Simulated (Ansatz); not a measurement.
# HfB2 (P6/mmm): modes against biaxial strain in the (0001) plane, that of a and b, part 3 of 3

Wanted: the shifts of the zone-centre modes of HfB2 (P6/mmm) with strain.

Ansatz 0.2.0; DFT PBEsol, scalar-relativistic, plane waves, PAW; PAW set soft_1.

So far, highest optical mode at the zone centre (no LO-TO term) (cm⁻¹): step 4 (zone-centre response at rest) 821; step 6 (strain 4 %) 644.

### Step 7. A member of the series: biaxial strain of -4 % in the (0001) plane, that of a and b (continued)

Relaxation path:

```csv
step,energy less that of the first step (eV),largest force component (eV/Å),pressure (GPa),volume (Å³)
1,0.0000,0.0000,20.87,27.36
2,-0.0009,0.0000,18.45,27.58
3,-0.0013,0.0000,19.20,27.51
4,-0.0013,0.0000,19.22,27.51
5*,-0.0014,0.0000,19.22,27.51
6,-0.0014,0.0000,19.22,27.51
7*,-0.0014,0.0000,19.22,27.51
```

Relaxation steps marked * repeat the geometry before them on a plane-wave basis chosen anew for their cell, so energy and pressure can jump there.

Forces are held to the 24 operations that the run works with; a distortion that breaks them can't arise in this run.

```csv
"conventional cell, symmetrised",before,after,change
a (Å),3.002,3.002,-0.0 %
b (Å),3.002,3.002,-0.0 %
c (Å),3.505,3.525,+0.6 %
volume (Å³/atom),9.12,9.17,+0.6 %
```

Final coordinates:

```xyz
3
Lattice="3.0021 0.0000 0.0000 -1.5010 2.5999 0.0000 0.0000 0.0000 3.5250" Properties=species:S:1:pos:R:3 pbc="T T T"
B     0.0000    1.7332    1.7625
B     1.5010    0.8666    1.7625
Hf    0.0000    0.0000    0.0000
```

This step gave:

```yaml
pressure: 19.22 GPa
volume_per_atom: 9.171 Å³
```

The forces vanish by symmetry.

### Step 8. Modes of this member: biaxial strain of -4 % in the (0001) plane, that of a and b

The zone-centre modes follow for biaxial strain of -4 % in the (0001) plane, that of a and b.

input.yaml reads:

```yaml
crystal:
  lattice:
    - [3.002070169, 0.0, 0.0]
    - [-1.5010350845, 2.5998690303, 0.0]
    - [0.0, 0.0, 3.5250125865]
  atoms:
    - { symbol: B, position: [0.3333333333, 0.6666666667, 0.5] }
    - { symbol: B, position: [0.6666666667, 0.3333333333, 0.5] }
    - { symbol: Hf, position: [0.0, 0.0, 0.0] }
kpoints:
  mp_grid: { grid: [15, 15, 12] }
hamiltonian:
  xc: pbesol
  pseudopotentials: { kind: paw, azcp: { folder: soft_1 }, xc_functional: pbe }
scf:
  occupations: { method: methfessel_paxton, width: 0.2 }
output:
  eigenvalues: true
phonons:
  method: dfpt
```

On the command line:

```bash
$ ansatz run input.yaml --threads 4 --pin off --max-ram 10240MiB --backend cpu --events-out ev --progress --plain --runs-dir out
```

Numbers of over 12 decimals in the logs are rounded to 6 here.

The log of the run:

```text
[...]
Crystal: 3 atoms, lattice volume = 27.513 Å³
Basis set: ecut = 420 eV, 527 PW (Γ), exchange–correlation on 48×48×48 points (8 copies of the dense FFT grid, shifted against one another)
Bands: 20, of which v1, the nominal top of the filled ones, is band 16 counted from 1 (15 counted from 0)
Symmetry: 24 space group operations
k-points: 448 of 2700 (irreducible under 4 space group operations, time reversal used)
[...]
k-point 2: bands = [... 12 lower, 15.1247, 18.2494, 18.2494, 19.1797, 23.3558, 23.3558, 24.3096, 24.3096]
  k-point 447: bands = [... 12 lower, 13.2774, 15.2676, 16.1246, 17.6754, 24.2080, 26.4762, 26.6031, 27.2656]
[...]
ASR residual: 1.632e-5 → 0.000e0 eV/Å²; symmetrization residual: 9.595e-7 eV/Å²
  ASR residual per site (eV/Å²): 1.94e-6 1.94e-6 1.63e-5
  Γ frequencies (cm⁻¹): 0.00 0.00 0.00 466.10 466.10 494.96 593.79 972.54 972.54
[...]
[key lines of the parts left out:]
SCF converged after 10 iterations
Free energy (F): -15907.186170 eV
Fermi energy:    20.541192 eV
```

The job ended after 40 s (4 threads of Arm Neoverse V1, shared host; peak memory 1.1 GiB).

This step gave:

```
sum-rule residual before enforcement                    : 1.63e-5 eV/Å²
highest optical mode at the zone centre (no LO-TO term) : 972.5 cm⁻¹
lowest optical zone-centre mode                         : 466.1 cm⁻¹
```

Patterns of degenerate modes are one choice out of their space. Modes at Γ, with each element's share of the kinetic energy:

```csv
mode,frequency (cm⁻¹),symmetry,B %,Hf %
1,0.0,acoustic,11,89
2,0.0,acoustic,11,89
3,0.0,acoustic,11,89
4,466.1,E1u,89,11
5,466.1,E1u,89,11
6,495.0,A2u,89,11
7,593.8,B1g,100,0
8,972.5,E2g,100,0
9,972.5,E2g,100,0
```

The lowest optical mode is real, 466 cm⁻¹, and the highest lies at 972.5 cm⁻¹.

For the highest optical mode at the zone centre (no LO-TO term), step 4 gave 821 cm⁻¹; this run, with strain -4 %, gives 973 cm⁻¹ (+19 %).

### Step 9. The series together

The members are set side by side, also those not shown above.

Stress is positive in compression; energies are extrapolated to zero smearing, and E0 is that at rest; the edges not held and the atoms are relaxed in each cell; all runs use 15×15×12 k points and Methfessel-Paxton smearing of 0.2 eV. State of the crystal along the series:

```csv
strain (%),in-plane stress (GPa),free strain along c (%),E - E0 (meV/atom)
-4,28.82,2.257,65.64
-3,20.79,1.685,36.07
-2,13.32,1.121,15.66
-1,6.407,0.5566,3.828
0,8.51e-4,0,0
1,-5.922,-0.5528,3.678
2,-11.36,-1.11,14.31
3,-16.4,-1.654,31.41
4,-21.05,-2.187,54.56
```

Optical modes are counted from below at rest and tracked from member to member by their patterns, and modes that stay within 0.3 cm⁻¹ of each other stand once; labels, where given, are those at rest; the edges not held and the atoms are relaxed in each cell; all runs use 15×15×12 k points and Methfessel-Paxton smearing of 0.2 eV. Optical modes along the series:

```csv
strain (%),optical mode 1 E1u (cm⁻¹),optical mode 2 A2u (cm⁻¹),optical mode 3 B1g (cm⁻¹),optical mode 4 E2g (cm⁻¹)
-4,466.1,495,593.8,972.5
-3,463,491.2,585.5,933.8
-2,459.2,486.9,577.1,895.6
-1,455.1,482.2,568.4,858.1
0,450.4,477,559,820.7
1,445.6,471.4,548.5,777.4
2,441.2,465.6,536.1,734.9
3,435.7,459.4,521.4,695.7
4,428.8,452.7,507.3,644
```

Value and slope at zero strain of a cubic (a lower polynomial where under five rows exist) through the rows within 2 % of rest. Slopes at rest:

```csv
mode,frequency (cm⁻¹),shift per percent of strain (cm⁻¹),shift per GPa of compressive stress (cm⁻¹)
optical mode 1 E1u,450.4,-4.77,0.77
optical mode 2 A2u,477,-5.4,0.88
optical mode 3 B1g,559.1,-9.81,1.59
optical mode 4 E2g,819.6,-40.45,6.56
```

### Step 10. What came out

```json
{"members": "9", "highest optical mode at the zone centre (no LO-TO term), at rest": "820.7 cm⁻¹", "biaxial modulus in the (0001) plane, that of a and b": "616 GPa", "optical mode 1 E1u, shift per percent": "-4.77 cm⁻¹", "optical mode 2 A2u, shift per percent": "-5.40 cm⁻¹", "optical mode 3 B1g, shift per percent": "-9.81 cm⁻¹", "optical mode 4 E2g, shift per percent": "-40.45 cm⁻¹"}
```

What this shows: The stress changes by 6.16 GPa for each percent, a biaxial modulus of 616 GPa in the (0001) plane, that of a and b. For each percent the free edge responds with -0.55 %. The fastest shift in the table of slopes is -40.5 cm⁻¹ for each percent (optical mode 4 E2g), or 6.6 cm⁻¹ for each GPa of compressive stress. For small strain, the measured shift of a line that Raman or infrared light can see, divided by its slope, estimates the stress, if the state of stress is of this kind. These are harmonic frequencies at zero temperature: anharmonic shifts, linewidths and thermal expansion are left out. Spin-orbit coupling is left out, which can matter for the heavy elements here. With no gap, or one that is small against the smearing, the frequencies hang on the k mesh and the smearing, most of all near Kohn anomalies. The PAW files were made for PBE; the program adapts parts of them to the functional of the run, but their partial waves stay those of PBE, an approximation that was not tested in this session. Only the zone centre was solved, so an instability at another wavevector cannot show here.

[Logs are printed without paths, hosts, clocks, repeated set-up lines and the standing remarks that a program may print on its own settings, such as how far it seeks lower states.]

[Hosts, paths, dates, database ids (printed as entryN), source tags and the programs' standing remarks are cut or masked in the printed files.]
